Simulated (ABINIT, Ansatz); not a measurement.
# SrSiS3 (Pm-3m): zone-centre phonons, part 4 of 5

Wanted: the vibrations of SrSiS3 (Pm-3m) at Γ, by two programs.

ABINIT 10.8.3; DFT PBEsol, scalar-relativistic, plane waves, PseudoDojo norm-conserving pseudopotentials.

So far. Step 4 (Linear response at Γ): The acoustic modes at Γ come out as far as 5.7 cm⁻¹ from zero, where they should vanish, a small numerical error. The lowest optical mode is imaginary, 111i cm⁻¹, an instability at this level and on this k mesh. Step 5 (Modes with the sum rule): The rule also moves an optical mode by 1.3 cm⁻¹. The relaxed cell has a = 4.624 Å (conventional setting).

The structure was built from a prototype and need not be the compound's stable phase.

## 6. Sum rules set otherwise (asr 0)

Without the rule the raw error of the acoustic modes shows.

File anaddb.abi:

```
ddb_filepath "gamma_DDB"
output_file "anaddb.abo"
outdata_prefix "anaddb"
asr 0
chneut 0
enunit 2
eivec 1
nph1l 1
qph1l 0.0 0.0 0.0 1.0
```

File mrgddb.in:

```
gamma_DDB
merged
2
dfpt_gammao_DDB
gso_DDB
```

The run is started by

```
> mrgddb < mrgddb.in > mrgddb.log
> OMP_NUM_THREADS=1 anaddb anaddb.abi > anaddb.log
```

anaddb.abo, the main output file:

```text
-outvars_anaddb: echo values of input variables ----------------------

 Miscellaneous information :
      enunit         2
       eivec         1
      chneut         0
 First list of wavevector (reduced coord.) :
       nph1l         1
       qph1l
                     0.00000000E+00  0.00000000E+00  0.00000000E+00    1.000E+00

================================================================================

 read the DDB information and perform some checks

  ==== Info on the Cryst% object ====
 Real(R)+Recip(G) space primitive vectors, cartesian coordinates (Bohr,Bohr^-1):
 R(1)=  8.7377053  0.0000000  0.0000000  G(1)=  0.1144465  0.0000000  0.0000000
 R(2)=  0.0000000  8.7377053  0.0000000  G(2)=  0.0000000  0.1144465  0.0000000
 R(3)=  0.0000000  0.0000000  8.7377053  G(3)=  0.0000000  0.0000000  0.1144465
 Unit cell volume ucvol=  6.6710190E+02 bohr^3
 Angles (23,13,12)=  9.00000000E+01  9.00000000E+01  9.00000000E+01 degrees
 Time-reversal symmetry is present
 Reduced atomic positions [iatom, xred, symbol]:
    1)    0.0000000  0.0000000  0.0000000  Sr
    2)    0.5000000  0.5000000  0.5000000  Si
    3)    0.5000000  0.5000000  0.0000000   S
    4)    0.5000000  0.0000000  0.5000000   S
    5)    0.0000000  0.5000000  0.5000000   S

 DDB file with 3 blocks has been read.

================================================================================

 Treat the first list of vectors

  Phonon wavevector (reduced coordinates) :  0.00000  0.00000  0.00000
 Phonon energies in Hartree :
  -5.080016E-04 -5.080016E-04 -5.080016E-04 -2.585876E-05 -2.585876E-05
  -2.585876E-05  2.718565E-04  2.718565E-04  2.718565E-04  3.670471E-04
   3.670471E-04  3.670471E-04  1.337401E-03  1.337401E-03  1.337401E-03
 Phonon energies in meV     :
- -1.382343E+01 -1.382343E+01 -1.382343E+01 -7.036528E-01 -7.036528E-01
- -7.036528E-01  7.397593E+00  7.397593E+00  7.397593E+00  9.987861E+00
-  9.987861E+00  9.987861E+00  3.639254E+01  3.639254E+01  3.639254E+01
 Phonon frequencies in cm-1    :
- -1.114935E+02 -1.114935E+02 -1.114935E+02 -5.675342E+00 -5.675342E+00
- -5.675342E+00  5.966561E+01  5.966561E+01  5.966561E+01  8.055753E+01
-  8.055753E+01  8.055753E+01  2.935257E+02  2.935257E+02  2.935257E+02
 Phonon frequencies in Thz     :
- -3.342490E+00 -3.342490E+00 -3.342490E+00 -1.701425E-01 -1.701425E-01
- -1.701425E-01  1.788730E+00  1.788730E+00  1.788730E+00  2.415054E+00
-  2.415054E+00  2.415054E+00  8.799678E+00  8.799678E+00  8.799678E+00
 Phonon energies in Kelvin  :
- -1.604142E+02 -1.604142E+02 -1.604142E+02 -8.165551E+00 -8.165551E+00
- -8.165551E+00  8.584551E+01  8.584551E+01  8.584551E+01  1.159043E+02
-  1.159043E+02  1.159043E+02  4.223179E+02  4.223179E+02  4.223179E+02

 Eigendisplacements
 (will be given, for each mode : in cartesian coordinates
   for each atom the real part of the displacement vector,
   then the imaginary part of the displacement vector - absolute values smaller than 1.0d-7 are set to zero)
  Mode number    1   Energy   -5.080016E-04
 Attention : low frequency mode.
   (Could be unstable or acoustic mode)
-  1  0.00000000E+00  0.00000000E+00 -6.36084865E-05
-     0.00000000E+00  0.00000000E+00  0.00000000E+00
-  2  0.00000000E+00  0.00000000E+00 -3.50590046E-03
-     0.00000000E+00  0.00000000E+00  0.00000000E+00
-  3  0.00000000E+00  0.00000000E+00 -2.54571781E-04
-     0.00000000E+00  0.00000000E+00  0.00000000E+00
-  4  0.00000000E+00  0.00000000E+00  1.77008714E-03
-     0.00000000E+00  0.00000000E+00  0.00000000E+00
-  5  0.00000000E+00  0.00000000E+00  1.77008714E-03
-     0.00000000E+00  0.00000000E+00  0.00000000E+00
  Mode number    2   Energy   -5.080016E-04
 Attention : low frequency mode.
   (Could be unstable or acoustic mode)
-  1  0.00000000E+00 -6.36084865E-05  0.00000000E+00
-     0.00000000E+00  0.00000000E+00  0.00000000E+00
-  2  0.00000000E+00 -3.50590046E-03  0.00000000E+00
-     0.00000000E+00  0.00000000E+00  0.00000000E+00
-  3  0.00000000E+00  1.77008714E-03  0.00000000E+00
-     0.00000000E+00  0.00000000E+00  0.00000000E+00
-  4  0.00000000E+00 -2.54571781E-04  0.00000000E+00
-     0.00000000E+00  0.00000000E+00  0.00000000E+00
-  5  0.00000000E+00  1.77008714E-03  0.00000000E+00
-     0.00000000E+00  0.00000000E+00  0.00000000E+00
  Mode number    3   Energy   -5.080016E-04
 Attention : low frequency mode.
   (Could be unstable or acoustic mode)
-  1  6.36084865E-05  0.00000000E+00  0.00000000E+00
-     0.00000000E+00  0.00000000E+00  0.00000000E+00
-  2  3.50590046E-03  0.00000000E+00  0.00000000E+00
-     0.00000000E+00  0.00000000E+00  0.00000000E+00
-  3 -1.77008714E-03  0.00000000E+00  0.00000000E+00
-     0.00000000E+00  0.00000000E+00  0.00000000E+00
-  4 -1.77008714E-03  0.00000000E+00  0.00000000E+00
-     0.00000000E+00  0.00000000E+00  0.00000000E+00
-  5  2.54571781E-04  0.00000000E+00  0.00000000E+00
-     0.00000000E+00  0.00000000E+00  0.00000000E+00
  Mode number    4   Energy   -2.585876E-05
 Attention : low frequency mode.
   (Could be unstable or acoustic mode)
-  1  0.00000000E+00  0.00000000E+00 -1.58662431E-03
-     0.00000000E+00  0.00000000E+00  0.00000000E+00
-  2  0.00000000E+00  0.00000000E+00 -1.63997065E-03
-     0.00000000E+00  0.00000000E+00  0.00000000E+00
-  3  0.00000000E+00  0.00000000E+00 -1.62552493E-03
-     0.00000000E+00  0.00000000E+00  0.00000000E+00
-  4  0.00000000E+00  0.00000000E+00 -1.61727517E-03
-     0.00000000E+00  0.00000000E+00  0.00000000E+00
-  5  0.00000000E+00  0.00000000E+00 -1.61727517E-03
-     0.00000000E+00  0.00000000E+00  0.00000000E+00
  Mode number    5   Energy   -2.585876E-05
 Attention : low frequency mode.
   (Could be unstable or acoustic mode)
-  1  0.00000000E+00 -1.58662431E-03  0.00000000E+00
-     0.00000000E+00  0.00000000E+00  0.00000000E+00
-  2  0.00000000E+00 -1.63997065E-03  0.00000000E+00
-     0.00000000E+00  0.00000000E+00  0.00000000E+00
-  3  0.00000000E+00 -1.61727517E-03  0.00000000E+00
-     0.00000000E+00  0.00000000E+00  0.00000000E+00
-  4  0.00000000E+00 -1.62552493E-03  0.00000000E+00
-     0.00000000E+00  0.00000000E+00  0.00000000E+00
-  5  0.00000000E+00 -1.61727517E-03  0.00000000E+00
-     0.00000000E+00  0.00000000E+00  0.00000000E+00
  Mode number    6   Energy   -2.585876E-05
 Attention : low frequency mode.
   (Could be unstable or acoustic mode)
-  1  1.58662431E-03  0.00000000E+00  0.00000000E+00
-     0.00000000E+00  0.00000000E+00  0.00000000E+00
-  2  1.63997065E-03  0.00000000E+00  0.00000000E+00
-     0.00000000E+00  0.00000000E+00  0.00000000E+00
-  3  1.61727517E-03  0.00000000E+00  0.00000000E+00
-     0.00000000E+00  0.00000000E+00  0.00000000E+00
-  4  1.61727517E-03  0.00000000E+00  0.00000000E+00
-     0.00000000E+00  0.00000000E+00  0.00000000E+00
-  5  1.62552493E-03  0.00000000E+00  0.00000000E+00
-     0.00000000E+00  0.00000000E+00  0.00000000E+00
  Mode number    7   Energy    2.718565E-04
-  1  0.00000000E+00  0.00000000E+00  0.00000000E+00
-     0.00000000E+00  0.00000000E+00  0.00000000E+00
-  2  0.00000000E+00  0.00000000E+00  0.00000000E+00
-     0.00000000E+00  0.00000000E+00  0.00000000E+00
-  3  0.00000000E+00  0.00000000E+00  0.00000000E+00
-     0.00000000E+00  0.00000000E+00  0.00000000E+00
-  4  0.00000000E+00  0.00000000E+00 -2.92470830E-03
-     0.00000000E+00  0.00000000E+00  0.00000000E+00
-  5  0.00000000E+00  0.00000000E+00  2.92470830E-03
-     0.00000000E+00  0.00000000E+00  0.00000000E+00
  Mode number    8   Energy    2.718565E-04
-  1  0.00000000E+00  0.00000000E+00  0.00000000E+00
-     0.00000000E+00  0.00000000E+00  0.00000000E+00
-  2  0.00000000E+00  0.00000000E+00  0.00000000E+00
-     0.00000000E+00  0.00000000E+00  0.00000000E+00
-  3  0.00000000E+00 -2.92470830E-03  0.00000000E+00
-     0.00000000E+00  0.00000000E+00  0.00000000E+00
-  4  0.00000000E+00  0.00000000E+00  0.00000000E+00
-     0.00000000E+00  0.00000000E+00  0.00000000E+00
-  5  0.00000000E+00  2.92470830E-03  0.00000000E+00
-     0.00000000E+00  0.00000000E+00  0.00000000E+00
  Mode number    9   Energy    2.718565E-04
-  1  0.00000000E+00  0.00000000E+00  0.00000000E+00
-     0.00000000E+00  0.00000000E+00  0.00000000E+00
-  2  0.00000000E+00  0.00000000E+00  0.00000000E+00
-     0.00000000E+00  0.00000000E+00  0.00000000E+00
-  3  2.92470830E-03  0.00000000E+00  0.00000000E+00
-     0.00000000E+00  0.00000000E+00  0.00000000E+00
-  4 -2.92470830E-03  0.00000000E+00  0.00000000E+00
-     0.00000000E+00  0.00000000E+00  0.00000000E+00
-  5  0.00000000E+00  0.00000000E+00  0.00000000E+00
-     0.00000000E+00  0.00000000E+00  0.00000000E+00
  Mode number   10   Energy    3.670471E-04
-  1  0.00000000E+00  0.00000000E+00 -1.93362537E-03
-     0.00000000E+00  0.00000000E+00  0.00000000E+00
-  2  0.00000000E+00  0.00000000E+00  1.44160521E-03
-     0.00000000E+00  0.00000000E+00  0.00000000E+00
-  3  0.00000000E+00  0.00000000E+00  1.38574991E-03
-     0.00000000E+00  0.00000000E+00  0.00000000E+00
-  4  0.00000000E+00  0.00000000E+00  1.25514245E-03
-     0.00000000E+00  0.00000000E+00  0.00000000E+00
-  5  0.00000000E+00  0.00000000E+00  1.25514245E-03
-     0.00000000E+00  0.00000000E+00  0.00000000E+00
  Mode number   11   Energy    3.670471E-04
-  1  0.00000000E+00 -1.93362537E-03  0.00000000E+00
-     0.00000000E+00  0.00000000E+00  0.00000000E+00
-  2  0.00000000E+00  1.44160521E-03  0.00000000E+00
-     0.00000000E+00  0.00000000E+00  0.00000000E+00
-  3  0.00000000E+00  1.25514245E-03  0.00000000E+00
-     0.00000000E+00  0.00000000E+00  0.00000000E+00
-  4  0.00000000E+00  1.38574991E-03  0.00000000E+00
-     0.00000000E+00  0.00000000E+00  0.00000000E+00
-  5  0.00000000E+00  1.25514245E-03  0.00000000E+00
-     0.00000000E+00  0.00000000E+00  0.00000000E+00
  Mode number   12   Energy    3.670471E-04
-  1  1.93362537E-03  0.00000000E+00  0.00000000E+00
-     0.00000000E+00  0.00000000E+00  0.00000000E+00
-  2 -1.44160521E-03  0.00000000E+00  0.00000000E+00
-     0.00000000E+00  0.00000000E+00  0.00000000E+00
-  3 -1.25514245E-03  0.00000000E+00  0.00000000E+00
-     0.00000000E+00  0.00000000E+00  0.00000000E+00
-  4 -1.25514245E-03  0.00000000E+00  0.00000000E+00
-     0.00000000E+00  0.00000000E+00  0.00000000E+00
-  5 -1.38574991E-03  0.00000000E+00  0.00000000E+00
-     0.00000000E+00  0.00000000E+00  0.00000000E+00
  Mode number   13   Energy    1.337401E-03
-  1  0.00000000E+00  0.00000000E+00  2.38427970E-05
-     0.00000000E+00  0.00000000E+00  0.00000000E+00
-  2  0.00000000E+00  0.00000000E+00 -1.57271371E-03
-     0.00000000E+00  0.00000000E+00  0.00000000E+00
-  3  0.00000000E+00  0.00000000E+00  3.53276044E-03
-     0.00000000E+00  0.00000000E+00  0.00000000E+00
-  4  0.00000000E+00  0.00000000E+00 -1.10894030E-03
-     0.00000000E+00  0.00000000E+00  0.00000000E+00
-  5  0.00000000E+00  0.00000000E+00 -1.10894030E-03
-     0.00000000E+00  0.00000000E+00  0.00000000E+00
  Mode number   14   Energy    1.337401E-03
-  1  0.00000000E+00 -2.38427970E-05  0.00000000E+00
-     0.00000000E+00  0.00000000E+00  0.00000000E+00
-  2  0.00000000E+00  1.57271371E-03  0.00000000E+00
-     0.00000000E+00  0.00000000E+00  0.00000000E+00
-  3  0.00000000E+00  1.10894030E-03  0.00000000E+00
-     0.00000000E+00  0.00000000E+00  0.00000000E+00
-  4  0.00000000E+00 -3.53276044E-03  0.00000000E+00
-     0.00000000E+00  0.00000000E+00  0.00000000E+00
-  5  0.00000000E+00  1.10894030E-03  0.00000000E+00
-     0.00000000E+00  0.00000000E+00  0.00000000E+00
  Mode number   15   Energy    1.337401E-03
-  1  2.38427970E-05  0.00000000E+00  0.00000000E+00
-     0.00000000E+00  0.00000000E+00  0.00000000E+00
-  2 -1.57271371E-03  0.00000000E+00  0.00000000E+00
-     0.00000000E+00  0.00000000E+00  0.00000000E+00
-  3 -1.10894030E-03  0.00000000E+00  0.00000000E+00
-     0.00000000E+00  0.00000000E+00  0.00000000E+00
-  4 -1.10894030E-03  0.00000000E+00  0.00000000E+00
-     0.00000000E+00  0.00000000E+00  0.00000000E+00
-  5  3.53276044E-03  0.00000000E+00  0.00000000E+00
-     0.00000000E+00  0.00000000E+00  0.00000000E+00

 Analysis of degeneracies and characters (maximum tolerance=1.00E-06 a.u.)
 For each vibration mode, or group of modes if degenerate,
 the characters are given for each symmetry operation (see the list in the log file).
 Symmetry characters of vibration mode #   1
       degenerate with vibration modes #   2 to    3
  3.0 -3.0 -1.0  1.0 -1.0  1.0 -1.0  1.0  1.0 -1.0 -1.0  1.0  1.0 -1.0 -1.0  1.0
  0.0 -0.0  0.0 -0.0 -0.0  0.0 -0.0  0.0  1.0 -1.0 -1.0  1.0 -1.0  1.0  1.0 -1.0
  0.0 -0.0 -0.0  0.0 -0.0  0.0  0.0 -0.0  1.0 -1.0  1.0 -1.0 -1.0  1.0 -1.0  1.0
 Symmetry characters of vibration mode #   4
       degenerate with vibration modes #   5 to    6
  3.0 -3.0 -1.0  1.0 -1.0  1.0 -1.0  1.0  1.0 -1.0 -1.0  1.0  1.0 -1.0 -1.0  1.0
 -0.0  0.0 -0.0  0.0  0.0 -0.0 -0.0  0.0  1.0 -1.0 -1.0  1.0 -1.0  1.0  1.0 -1.0
 -0.0  0.0  0.0 -0.0 -0.0  0.0 -0.0  0.0  1.0 -1.0  1.0 -1.0 -1.0  1.0 -1.0  1.0
 Symmetry characters of vibration mode #   7
       degenerate with vibration modes #   8 to    9
  3.0 -3.0 -1.0  1.0 -1.0  1.0 -1.0  1.0 -1.0  1.0  1.0 -1.0 -1.0  1.0  1.0 -1.0
 -0.0  0.0 -0.0  0.0  0.0 -0.0  0.0 -0.0 -1.0  1.0  1.0 -1.0  1.0 -1.0 -1.0  1.0
 -0.0  0.0  0.0 -0.0  0.0 -0.0 -0.0  0.0 -1.0  1.0 -1.0  1.0  1.0 -1.0  1.0 -1.0
 Symmetry characters of vibration mode #  10
       degenerate with vibration modes #  11 to   12
  3.0 -3.0 -1.0  1.0 -1.0  1.0 -1.0  1.0  1.0 -1.0 -1.0  1.0  1.0 -1.0 -1.0  1.0
 -0.0  0.0 -0.0  0.0  0.0 -0.0  0.0 -0.0  1.0 -1.0 -1.0  1.0 -1.0  1.0  1.0 -1.0
 -0.0  0.0  0.0 -0.0  0.0 -0.0 -0.0  0.0  1.0 -1.0  1.0 -1.0 -1.0  1.0 -1.0  1.0
 Symmetry characters of vibration mode #  13
       degenerate with vibration modes #  14 to   15
  3.0 -3.0 -1.0  1.0 -1.0  1.0 -1.0  1.0  1.0 -1.0 -1.0  1.0  1.0 -1.0 -1.0  1.0
  0.0 -0.0 -0.0  0.0  0.0 -0.0  0.0 -0.0  1.0 -1.0 -1.0  1.0 -1.0  1.0  1.0 -1.0
  0.0 -0.0  0.0 -0.0  0.0 -0.0 -0.0  0.0  1.0 -1.0  1.0 -1.0 -1.0  1.0 -1.0  1.0
-
```

Run time: 0.67 s. Hardware: 1 thread of Intel Xeon 6975P-C (Granite Rapids), shared host.

Numbers from this step:

- highest optical zone-centre mode (no LO-TO term): 293.5 cm⁻¹
- lowest optical zone-centre mode: -111.5 cm⁻¹

Zone-centre frequencies as printed; negative means imaginary. Modes:

```tsv
mode	frequency (cm⁻¹)
1	-111.5
2	-111.5
3	-111.5
4	-5.68
5	-5.68
6	-5.68
7	59.67
8	59.67
9	59.67
10	80.56
11	80.56
12	80.56
13	293.5
14	293.5
15	293.5
```

[end of part 4 of 5]

[Host names and launcher messages were left out of these logs when they were recorded.]

[Logs are printed without paths, hosts, clocks, repeated set-up lines and the standing remarks that a program may print on its own settings, such as how far it seeks lower states.]

[Hosts, paths, dates, database ids (printed as entryN), source tags and the programs' standing remarks are cut or masked in the printed files.]
